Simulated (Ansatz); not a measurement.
# TaGe2N4 monolayer in a perpendicular field, part 3 of 4

Wanted: the out-of-plane response of the TaGe2N4 monolayer. A positive field points along +c.

Ansatz 0.2.0; plane-wave DFT, PBEsol-D3(BJ), Ansatz PAW.

So far. Step 7 (Single point, field -0.2 V/Å): The dipole is -0.0730 e·Å.

### Step 8. Single point, field 0.35 V/Å

input.yaml

```yaml
crystal:
  lattice:
    - [3.0300466788, 0.0, 0.0]
    - [-1.5150233394, 2.6240973985, 0.0]
    - [0.0, 0.0, 25.3765482537]
  atoms:
    - { symbol: "N", position: [0.0, 0.0, 0.3546581635] }
    - { symbol: Ge, position: [0.3333333333, 0.6666666667, 0.3787319232] }
    - { symbol: "N", position: [0.3333333333, 0.6666666667, 0.4521944161] }
    - { symbol: Ta, position: [0.0, 0.0, 0.5], spin: -0.11 }
    - { symbol: "N", position: [0.3333333333, 0.6666666667, 0.5478055839] }
    - { symbol: Ge, position: [0.3333333333, 0.6666666667, 0.6212680768] }
    - { symbol: "N", position: [0.0, 0.0, 0.6453418365] }
magnetization:
  spin_polarized: true
kpoints:
  mp_grid: { grid: [18, 18, 1] }
  band_path:
    path: [[0, 0, 0], [0.5, 0, 0], [0.33333333, 0.33333333, 0], [0, 0, 0]]
    npoints: 16
hamiltonian:
  xc: pbesol
  dispersion: d3bj
scf:
  occupations: { method: fermi_dirac, width: 0.05 }
  convergence: { dr2_threshold: 1.0e-10 }
efield:
  axis: 3
  dipole_correction: true
  ramp_position: 0.97
  ramp_width: 0.06
  amplitude: 0.35
output:
  dos: { projected: true, e_range: [-6, 5] }
  bader: true
  write_potential: true
  write_density: true
  volumetric_format: npy
  elf: true
```

Started as:

```console
$ ansatz run input.yaml --threads 4 --pin off --max-ram 6144MiB --backend cpu --events-out ev --progress --plain --runs-dir out
```

Numbers of over 12 decimals in the logs are rounded to 6 here.

The log of the run:

```text
[...]
Crystal: 7 atoms, lattice volume = 201.772 Å³
Basis set: ecut = 420 eV, 3877 PW (Γ)
Bands: 38, of which v1, the nominal top of the filled ones, is band 31 counted from 1 (30 counted from 0)
Symmetry: 6 space group operations
k-points: 37 of 324 (time reversal used)
[...]
Starting moments: Σ|m| = 0.11 μB on 1 of 7 sites
[...]
--- Bader charges: 7 sites ---
  site symbol  charge [e]  shift [e]    m [muB]
     0      N     -1.4756     0.0161    -0.0046
     1     Ge      1.9736     0.0212    -0.0033
     2      N     -1.5596     0.0057    -0.0319
     3     Ta      2.0977     0.0012    -0.2317
     4      N     -1.5574     0.0057    -0.0324
     5     Ge      1.9756     0.0212    -0.0033
     6      N     -1.4543     0.0162    -0.0051
  estimated error of the sums over rays = 4.8e-4 e
[key lines of the parts left out:]
SCF converged after 20 iterations
Magnetization: -0.3123 μB (30.3439 up, 30.6561 down)
Free energy (F): -19832.027216 eV
Fermi energy:    1.564151 eV
Dipole field:    D = 0.114573 V/Å  (p = 0.127757 e·Å, saw-weighted, corrected)
```

Run time: 43 s. Hardware: 4 threads of Intel Xeon Platinum 8488C (Sapphire Rapids), shared host; peak memory 1 GiB.

The dipole is 0.128 e·Å.

### Step 9. Response, atoms held

This step: plane-wave DFT, PBEsol-D3(BJ), Ansatz PAW; response to a field along the normal, atoms held (Ansatz 0.2.0).

The dipoles give the slope, and the difference of two potentials shows where the field is screened.

Numbers from this step:

- equivalent conductor thickness p/(ε₀AE): 8.305 Å
- distance between the outer atoms: 7.377 Å

Dipole of the cell against applied field:

```
applied field (V/Å)  dipole of the cell (e·Å)
             -0.200                   -0.0730
             -0.100                   -0.0365
              0.000                         0
              0.100                    0.0365
              0.200                    0.0730
              0.350                     0.128
```

The total moment stays at -0.312 μB for applied field from -0.2 to 0.35 V/Å.

Local field over the applied field, running mean. From the potentials at -0.1 and 0.1 V/Å; running mean over 2.5 Å. Local field over applied field against z:

| z (Å) | local field over applied field |
| --- | --- |
| 4.5 | 1.000 |
| 5.0 | 0.999 |
| 5.5 | 0.995 |
| 6.0 | 0.984 |
| 6.5 | 0.953 |
| 7.0 | 0.875 |
| 7.5 | 0.737 |
| 8.0 | 0.573 |
| 8.5 | 0.399 |
| 9.0 | 0.265 |
| 9.5 | 0.181 |
| 10.0 | 0.142 |
| 10.5 | 0.125 |
| 11.0 | 0.117 |
| 11.5 | 0.0992 |
| 12.0 | 0.0762 |
| 12.5 | 0.0595 |
| 13.0 | 0.0627 |
| 13.5 | 0.0814 |
| 14.0 | 0.105 |
| 14.5 | 0.118 |
| 15.0 | 0.129 |
| 15.5 | 0.148 |
| 16.0 | 0.197 |
| 16.5 | 0.292 |
| 17.0 | 0.440 |
| 17.5 | 0.615 |
| 18.0 | 0.775 |
| 18.5 | 0.900 |
| 19.0 | 0.964 |
| 19.5 | 0.988 |
| 20.0 | 0.997 |
| 20.5 | 0.999 |
| 21.0 | 1.000 |

The induced electron density oscillates, so the rows of the table below give means over windows of 1 Å about each position, cut where the curve ends. Its maxima inside the range that stand out by 2 % of the span (Å: e/Å³ per V/Å): 8.2: 0.00379, 9.2: 0.00173, 10.6: 0.00120, 11.6: 0.00141, 13.1: 8.3e-4, 14.2: 1.5e-4, 15.5: 0.00195, 16.5: -5.6e-4. Its minima: 8.9: 5.6e-4, 9.9: -0.00195, 11.1: -1.5e-4, 12.3: -8.3e-4, 13.8: -0.00141, 14.8: -0.00120, 16.2: -0.00173, 17.2: -0.00379.

Electrons, planar mean, per unit field. Induced electron density against z; means over each step:

z (Å), induced electron density (e/Å³ per V/Å) and a bar from the least value:
```
        5    0.00001 ##############
        6    0.00008 ###############
        7    0.00075 ##################
        8    0.00306 ##############################
        9    0.00130 #####################
       10   -0.00073 ##########
       11    0.00064 ##################
       12   -0.00006 ##############
       13    0.00037 ################
       14   -0.00055 ###########
       15   -0.00011 ##############
       16   -0.00025 #############
       17   -0.00277 
       18   -0.00152 ######
       19   -0.00019 #############
       20   -0.00002 ##############
       21    0.00000 ##############
```

By hand: between -0.1 and 0.1 V/Å the dipole changes by 0.07298 e·Å, a slope of 0.3649 e·Å²/V. A perfect conductor of thickness t has p = ε₀AEt, so t = 180.95 × 0.3649 / 7.951 = 8.30 Å (e/ε₀ = 180.95 V·Å, A in Å²).

The induced dipole is that of a conductor 8.30 Å thick.

### Step 10. Field on, atoms free, field 0.1 V/Å

This step: plane-wave DFT, PBEsol-D3(BJ), Ansatz PAW (Ansatz 0.2.0).

Now the atoms may follow the field. A weak field makes forces of meV/Å to tens of meV/Å, so the force tolerance is set well below the usual one.

input.yaml: that of step 8 with these lines changed.

```diff
@@ -16,6 +16,3 @@
 kpoints:
-  mp_grid: { grid: [18, 18, 1] }
-  band_path:
-    path: [[0, 0, 0], [0.5, 0, 0], [0.33333333, 0.33333333, 0], [0, 0, 0]]
-    npoints: 16
+  mp_grid: { grid: [12, 12, 1] }
 hamiltonian:
@@ -31,6 +28,7 @@
   ramp_width: 0.06
-  amplitude: 0.35
+  amplitude: 0.1
+relax:
+  f_tol: 0.001
+  max_steps: 60
 output:
-  dos: { projected: true, e_range: [-6, 5] }
-  bader: true
   write_potential: true
@@ -38,2 +36 @@
   volumetric_format: npy
-  elf: true
```

The log of the run:

```text
[...]
Crystal: 7 atoms, lattice volume = 201.772 Å³
Basis set: ecut = 420 eV, 3877 PW (Γ), exchange–correlation on 48×48×360 points (8 copies of the dense FFT grid, shifted against one another)
Bands: 38, of which v1, the nominal top of the filled ones, is band 31 counted from 1 (30 counted from 0)
Symmetry: 6 space group operations
k-points: 19 of 144 (time reversal used)
[...]
Starting moments: Σ|m| = 0.11 μB on 1 of 7 sites
[...]
SCF iter   1: F=—  HF=-19838.914624 eV  |F-HF|=—  |Δ(HF+E_count)|=         —  Δρ=5.02e-2 (↑5.02e-2 ↓5.02e-2)  dr2=2.35e1  dr2_m=5.59e-4  M=-0.115 μB ∫|m|=0.116 μB  β_m=1.00  ethr=3.10e-3  p=0.042 e·Å  D=3.76e-2 V/Å  ΔV_dip=-0.96 eV  dr2_dipole=5.89e-4  V_vac-E_F(+/−)=8.55/7.24 eV  ⟨swp⟩=9.2  Hψ=7064  notcnv=0
[...]
SCF iter  22: F=-19832.007183 eV  HF=-19832.007183 eV  |F-HF|=1.16e-10  |Δ(HF+E_count)|=  5.53e-10  Δρ=3.98e-8 (↑3.76e-8 ↓3.98e-8)  dr2=9.33e-13  dr2_m=2.12e-12  M=-0.321 μB ∫|m|=0.326 μB  ethr=1.00e-12  p=0.036 e·Å  D=3.27e-2 V/Å  ΔV_dip=-0.83 eV  dr2_dipole=9.00e-15  V_vac-E_F(+/−)=6.36/4.93 eV  ⟨swp⟩=6.0  Hψ=8110  notcnv=0
SCF 1 converged in 22 iterations: F = -19832.007183 eV  dr2 = 9.33e-13
[...]
relax step   1: F+E_penalty+E_count = -19832.00718281 eV  Δ(F+E_penalty+E_count) = +0.000e0 eV  max|allowed force component| = 5.657e-2 eV/Å  Δτ_max = 0.0000 Å  (22 SCF iters, accepted)
[...]
SCF iter   9: F=-19832.007286 eV  HF=-19832.007286 eV  |F-HF|=1.42e-9  |Δ(HF+E_count)|=   1.32e-8  Δρ=1.32e-7 (↑1.27e-7 ↓1.32e-7)  dr2=5.02e-11  dr2_m=1.32e-12  M=-0.321 μB ∫|m|=0.326 μB  ethr=1.00e-12  p=0.038 e·Å  D=3.41e-2 V/Å  ΔV_dip=-0.87 eV  dr2_dipole=6.60e-14  V_vac-E_F(+/−)=6.34/4.94 eV  ⟨swp⟩=6.1  Hψ=8344  notcnv=0
SCF 2 converged in 9 iterations: F = -19832.007286 eV  dr2 = 5.02e-11
relax step   2: F+E_penalty+E_count = -19832.00728595 eV  Δ(F+E_penalty+E_count) = -1.031e-4 eV  max|allowed force component| = 2.786e-2 eV/Å  Δτ_max = 0.0011 Å  (9 SCF iters, accepted)
SCF iter   1: F=—  HF=-19832.007289 eV  |F-HF|=—  |Δ(HF+E_count)|=         —  Δρ=4.81e-5 (↑4.81e-5 ↓4.73e-5)  dr2=3.82e-5  dr2_m=1.13e-8  M=-0.321 μB ∫|m|=0.326 μB  β_m=1.00  ethr=7.24e-7  p=0.038 e·Å  D=3.41e-2 V/Å  ΔV_dip=-0.87 eV  dr2_dipole=1.68e-5  V_vac-E_F(+/−)=6.34/4.94 eV  ⟨swp⟩=2.1  Hψ=2428  notcnv=0  defer=71
[...]
SCF iter   9: F=-19832.007309 eV  HF=-19832.007309 eV  |F-HF|=2.87e-10  |Δ(HF+E_count)|=   5.41e-9  Δρ=7.08e-8 (↑7.08e-8 ↓6.99e-8)  dr2=2.06e-11  dr2_m=3.25e-14  M=-0.321 μB ∫|m|=0.326 μB  ethr=1.00e-12  p=0.039 e·Å  D=3.51e-2 V/Å  ΔV_dip=-0.89 eV  dr2_dipole=1.42e-13  V_vac-E_F(+/−)=6.33/4.96 eV  ⟨swp⟩=7.5  Hψ=7443  notcnv=0
SCF 3 converged in 9 iterations: F = -19832.007309 eV  dr2 = 2.06e-11
relax step   3: F+E_penalty+E_count = -19832.00730937 eV  Δ(F+E_penalty+E_count) = -2.342e-5 eV  max|allowed force component| = 5.504e-3 eV/Å  Δτ_max = 0.0009 Å  (9 SCF iters, accepted)
SCF iter   1: F=—  HF=-19832.007282 eV  |F-HF|=—  |Δ(HF+E_count)|=         —  Δρ=1.74e-5 (↑1.74e-5 ↓1.71e-5)  dr2=2.53e-6  dr2_m=5.10e-9  M=-0.321 μB ∫|m|=0.326 μB  β_m=1.00  ethr=8.72e-8  p=0.039 e·Å  D=3.51e-2 V/Å  ΔV_dip=-0.89 eV  dr2_dipole=2.40e-7  V_vac-E_F(+/−)=6.33/4.96 eV  ⟨swp⟩=2.0  Hψ=2289  notcnv=0  defer=71
[...]
SCF iter   7: F=-19832.007311 eV  HF=-19832.007311 eV  |F-HF|=3.71e-10  |Δ(HF+E_count)|=  2.69e-10  Δρ=1.14e-7 (↑1.14e-7 ↓1.10e-7)  dr2=4.52e-11  dr2_m=1.42e-13  M=-0.321 μB ∫|m|=0.326 μB  ethr=1.00e-12  p=0.039 e·Å  D=3.50e-2 V/Å  ΔV_dip=-0.89 eV  dr2_dipole=1.34e-12  V_vac-E_F(+/−)=6.33/4.96 eV  ⟨swp⟩=6.1  Hψ=8315  notcnv=0
SCF 4 converged in 7 iterations: F = -19832.007311 eV  dr2 = 4.52e-11
relax step   4: F+E_penalty+E_count = -19832.00731121 eV  Δ(F+E_penalty+E_count) = -1.837e-6 eV  max|allowed force component| = 9.178e-4 eV/Å  Δτ_max = 0.0003 Å  (7 SCF iters, accepted)
[...]
the band table was solved once a step of the walk had ended and its energy, with any forces and stress, was formed, with the checks that follow a solve (8243 applications of the Hamiltonian). They found nothing against the state; the energy, forces and stress were not computed again (output.eigenvalues in the input reference)
[...]
SCF converged after 7 iterations
Stability not checked: this state was not tested for a lower state beside it, because the mixer in use, unlike msr1, does not test its closes by its own steps (another_mixer; see scf.mixing.algorithm and scf.lower_state_search)
Magnetization: -0.3206 μB (30.3397 up, 30.6603 down)
Absolute magnetization: 0.3258 μB (∫|ρ↑−ρ↓|, with the PAW one-centre terms)
[...]
Per-site moments (μB) at R_I (Å): [(-0.00307222, 0.764756), (-0.00114274, 0.764756), (-0.00391553, 0.768431), (-0.110196, 0.877950), (-0.00414317, 0.769547), (-0.00115325, 0.764025), (-0.00315052, 0.764025)]
Free energy (F): -19832.007311 eV
[...]
Internal energy: -19831.986926 eV  (E = F + TS)
E sigma→0 (E₀):  -19831.997119 eV
Entropy (-TS):   -0.020385 eV (-2.912 meV/atom)
Fermi energy:    1.568000 eV
Dipole field:    D = 0.035033 V/Å  (p = 0.039064 e·Å, saw-weighted, corrected)
Work function:   not extracted (applied field tilts the vacuum); planar V_es + V_field profile in the machine report
[...]
--- Forces (eV/Å), atoms counted from 1 ---
  atom   1  N      0.00000000    -0.00000000     0.00032763
  atom   2  Ge     0.00000000     0.00000000    -0.00000704
  atom   3  N      0.00000000    -0.00000000     0.00024941
  atom   4  Ta     0.00000000    -0.00000000    -0.00091759
  atom   5  N     -0.00000000    -0.00000000     0.00020920
  atom   6  Ge    -0.00000000     0.00000000    -0.00011337
  atom   7  N      0.00000000    -0.00000000     0.00025306
  max |Σ_I F_I| component: 1.29e-6 eV/Å
--- Band table (eV; the first three rows and the last of 38) ---
  k-point 0 ↑: bands = [... 27 lower, -0.6099, -0.6099, -0.1902, 2.1608, 3.5941, 4.3160, 5.7292, 5.7292, ... 3 higher]
  k-point 1 ↑: bands = [... 27 lower, -0.8183, -0.7322, -0.0361, 2.4399, 3.9376, 4.0606, 5.7411, 5.9383, ... 3 higher]
  k-point 2 ↑: bands = [... 27 lower, -1.1008, -1.0446, -0.0729, 2.3453, 4.0552, 4.4615, 5.7941, 6.1882, ... 3 higher]
  k-point 18 ↓: bands = [... 27 lower, -2.0752, -0.6701, -0.0176, 1.9524, 4.2788, 5.8370, 6.1331, 6.7052, ... 3 higher]
--- Relaxed structure (4 steps of the walk, 4 accepted, 0 SCFs on fresh bases) ---
  F+E_penalty+E_count = -19832.00731121 eV   max|allowed force component| = 9.178e-4 eV/Å
  atoms:
    - { symbol: N, position: [1.0487905948555805e-17, -5.1381726039133246e-17, 0.354590] }
    - { symbol: Ge, position: [0.333333, 0.666667, 0.378778] }
    - { symbol: N, position: [0.333333, 0.666667, 0.452186] }
    - { symbol: Ta, position: [1.061382364864117e-17, -5.134574955339458e-17, 0.500032] }
    - { symbol: N, position: [0.333333, 0.666667, 0.547802] }
    - { symbol: Ge, position: [0.333333, 0.666667, 0.621318] }
    - { symbol: N, position: [1.0513336443584023e-17, -5.13744601834109e-17, 0.645294] }
```

Wall time 22 s (4 threads); peak memory 0.75 GiB.

No atom moved by 0.005 Å in the relaxation.

This step gave:

```
energy at zero smearing : -19831.9971 eV
total moment            : -0.3206 μB
site moments            : -0.003072, -0.001143, -0.003916, -0.1102, -0.004143, -0.001153, -0.003151 μB
dipole along the normal : 0.03906 e·Å
```

The relaxation took 4 steps and lowered the energy by 1.3e-4 eV; the largest force on the free atoms ends at 9.2e-4 eV/Å.

The dipole is 0.0391 e·Å.

### Step 11. Field on, atoms free, field -0.1 V/Å

The opposite sign, again from the field-free geometry; the difference of the two cancels what relaxes without a field.

input.yaml: that of step 10 with these lines changed.

```diff
@@ -28,3 +28,3 @@
   ramp_width: 0.06
-  amplitude: 0.1
+  amplitude: -0.1
 relax:
```

The log of the run:

```text
[...]
Crystal: 7 atoms, lattice volume = 201.772 Å³
Basis set: ecut = 420 eV, 3877 PW (Γ), exchange–correlation on 48×48×360 points (8 copies of the dense FFT grid, shifted against one another)
Bands: 38, of which v1, the nominal top of the filled ones, is band 31 counted from 1 (30 counted from 0)
Symmetry: 6 space group operations
[...]
- { symbol: Ge, position: [0.333333, 0.666667, 0.378682] }
    - { symbol: N, position: [0.333333, 0.666667, 0.452198] }
    - { symbol: Ta, position: [1.0533282840984848e-17, -5.136876121272496e-17, 0.499968] }
    - { symbol: N, position: [0.333333, 0.666667, 0.547814] }
    - { symbol: Ge, position: [0.333333, 0.666667, 0.621222] }
    - { symbol: N, position: [1.0659196436294208e-17, -5.133278589977942e-17, 0.645410] }
[key lines of the parts left out:]
SCF converged after 7 iterations
Magnetization: -0.3206 μB (30.3397 up, 30.6603 down)
Free energy (F): -19832.007311 eV
Fermi energy:    1.568000 eV
Dipole field:    D = -0.035033 V/Å  (p = -0.039064 e·Å, saw-weighted, corrected)
```

Wall time 24 s (4 threads); peak memory 0.75 GiB.

Hardly anything moved in the relaxation; the energy changed by under 0.2 meV an atom.

Numbers from this step:

```yaml
site_moments: -0.003151, -0.001153, -0.004143, -0.1102, -0.003916, -0.001143, -0.003072 μB
dipole_along_the_normal: -0.03906 e·Å
```

The relaxation took 4 steps and lowered the energy by 1.3e-4 eV; the largest force on the free atoms ends at 9.2e-4 eV/Å.

The dipole is -0.0391 e·Å.

### Step 12. Response, atoms relaxed

This step: plane-wave DFT, PBEsol-D3(BJ), Ansatz PAW; response to a field along the normal, atoms relaxed (Ansatz 0.2.0).

The same analysis on the two relaxed runs holds the ionic part too; their mesh is coarser, so small differences from the held value can come from that.

This step gave:

- equivalent conductor thickness p/(ε₀AE): 8.890 Å

Table of dipole of the cell by applied field:

| applied field (V/Å) | dipole of the cell (e·Å) |
| --- | --- |
| -0.1000 | -0.0391 |
| 0.1000 | 0.0391 |

The total moment stays at -0.321 μB for applied field from -0.1 to 0.1 V/Å.

Local field over the applied field, running mean. From the potentials at -0.1 and 0.1 V/Å; running mean over 2.5 Å. Table of local field over applied field by z:

```csv
z (Å),local field over applied field
5,0.999
6,0.985
7,0.842
8,0.671
9,0.114
10,0.0764
11,0.124
12,-0.00858
13,-0.0212
14,0.141
15,-0.0121
16,0.0787
17,0.456
18,0.714
19,0.963
20,0.997
21,1.000
```

Electrons, planar mean, per unit field. Induced electron density against z:

```csv
z (Å),induced electron density (e/Å³ per V/Å)
5.0,4.8e-6
5.5,1.5e-5
6.0,6.2e-5
6.5,2.0e-4
7.0,6.5e-4
7.5,0.00199
8.0,0.00564
8.5,0.0129
9.0,-0.0112
9.5,-0.0575
10.0,0.0364
10.5,0.00424
11.0,0.00245
11.5,-0.00102
12.0,-0.0130
12.5,-0.00519
13.0,0.00957
13.5,0.00932
14.0,9.8e-5
14.5,-0.00304
15.0,-0.00548
15.5,-0.0584
16.0,0.0733
16.5,0.00205
17.0,-0.0115
17.5,-0.00437
18.0,-0.00152
18.5,-5.0e-4
19.0,-1.5e-4
19.5,-4.6e-5
20.0,-1.5e-5
20.5,-2.9e-6
```

The induced dipole is that of a conductor 8.89 Å thick.

(Continued in part 4 of 4.)

[Logs are printed without paths, hosts, clocks, repeated set-up lines and the standing remarks that a program may print on its own settings, such as how far it seeks lower states.]

[Hosts, paths, dates, database ids (printed as entryN), source tags and the programs' standing remarks are cut or masked in the printed files.]

[Maps of the electrostatic potential energy from Ansatz leave out the sawtooth potential of an applied field or a dipole correction, so their vacuum need not be flat; planar profiles and work functions include it.]
